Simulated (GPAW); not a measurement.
Two runs for the O K edge of atom 3 in SrNbO3 (Pm-3m). Run A: GPAW, LDA, excited-electron core hole (neutral cell), 20-atom cell with 7.0 Å between holes, 6×6×6 k points, dipole transitions, Gaussian full width 0.9 eV up to 4 eV, rising linearly to 3.5 eV at 25 eV. Run B differs in one choice.

Energy from the lowest empty level; intensity scaled to a mean of 1 over the first 20 eV:

| E (eV) | A | B |
| --- | --- | --- |
| -2.0 | 0.00 | 0.00 |
| -1.5 | 0.00 | 0.00 |
| -1.0 | 0.00 | 0.01 |
| -0.5 | 0.10 | 0.18 |
| 0.0 | 0.63 | 0.74 |
| 0.5 | 1.71 | 1.04 |
| 1.0 | 1.77 | 1.06 |
| 1.5 | 0.71 | 1.24 |
| 2.0 | 0.53 | 1.47 |
| 2.5 | 1.06 | 1.68 |
| 3.0 | 2.01 | 1.80 |
| 3.5 | 2.26 | 2.10 |
| 4.0 | 1.94 | 1.93 |
| 4.5 | 1.81 | 1.69 |
| 5.0 | 1.42 | 1.63 |
| 5.5 | 1.25 | 1.44 |
| 6.0 | 1.24 | 0.99 |
| 6.5 | 1.14 | 0.82 |
| 7.0 | 0.97 | 0.77 |
| 7.5 | 0.79 | 0.68 |
| 8.0 | 0.68 | 0.67 |
| 8.5 | 0.69 | 0.85 |
| 9.0 | 0.84 | 1.12 |
| 9.5 | 1.07 | 1.33 |
| 10.0 | 1.27 | 1.31 |
| 10.5 | 1.24 | 1.06 |
| 11.0 | 1.03 | 0.78 |
| 11.5 | 0.77 | 0.61 |
| 12.0 | 0.58 | 0.54 |
| 12.5 | 0.48 | 0.51 |
| 13.0 | 0.44 | 0.52 |
| 13.5 | 0.45 | 0.59 |
| 14.0 | 0.52 | 0.71 |
| 14.5 | 0.66 | 0.83 |
| 15.0 | 0.82 | 0.92 |
| 15.5 | 0.95 | 0.94 |
| 16.0 | 1.03 | 0.92 |
| 16.5 | 1.02 | 0.87 |
| 17.0 | 0.94 | 0.80 |
| 17.5 | 0.82 | 0.73 |
| 18.0 | 0.71 | 0.67 |
| 18.5 | 0.62 | 0.60 |
| 19.0 | 0.55 | 0.54 |
| 19.5 | 0.50 | 0.49 |
| 20.0 | 0.46 | 0.45 |
| 20.5 | 0.42 | 0.43 |
| 21.0 | 0.40 | 0.42 |
| 21.5 | 0.40 | 0.43 |
| 22.0 | 0.40 | 0.45 |
| 22.5 | 0.43 | 0.50 |
| 23.0 | 0.47 | 0.55 |
| 23.5 | 0.52 | 0.62 |
| 24.0 | 0.58 | 0.70 |
| 24.5 | 0.64 | 0.78 |
| 25.0 | 0.70 | 0.86 |
| 25.5 | 0.77 | 0.94 |
| 26.0 | 0.84 | 1.03 |
| 26.5 | 0.92 | 1.10 |
| 27.0 | 1.00 | 1.16 |
| 27.5 | 1.08 | 1.21 |
| 28.0 | 1.16 | 1.24 |
| 28.5 | 1.23 | 1.26 |
| 29.0 | 1.30 | 1.25 |
| 29.5 | 1.34 | 1.23 |
| 30.0 | 1.35 | 1.18 |
| 30.5 | 1.32 | 1.11 |
| 31.0 | 1.25 | 1.03 |

**Question.** What was changed?
a) the volume of the cell
b) the broadening
c) the plane-wave cutoff
d) the size of the supercell

(d): run B changes the supercell atoms from 20 to 5, and the k mesh follows the cell. Against the first run the r.m.s. difference is 26 %. The highest intensity below 16 eV goes from 3.4 eV (2.30) to 3.6 eV (2.10). Other settings could leave a like mark; this is the one that was changed.

[Hosts, paths, dates, database ids (printed as entryN), source tags and the programs' standing remarks are cut or masked in the printed files.]

[Lists of maxima count a maximum above −3 eV only where it reaches 4 % of the highest in the window and stands out from its surroundings by 2 % of it (1.5 % where it reaches 55 %); shoulders and weaker maxima are passed over, and of the rest the first, up to two pre-edge ones and the few strongest are named.]
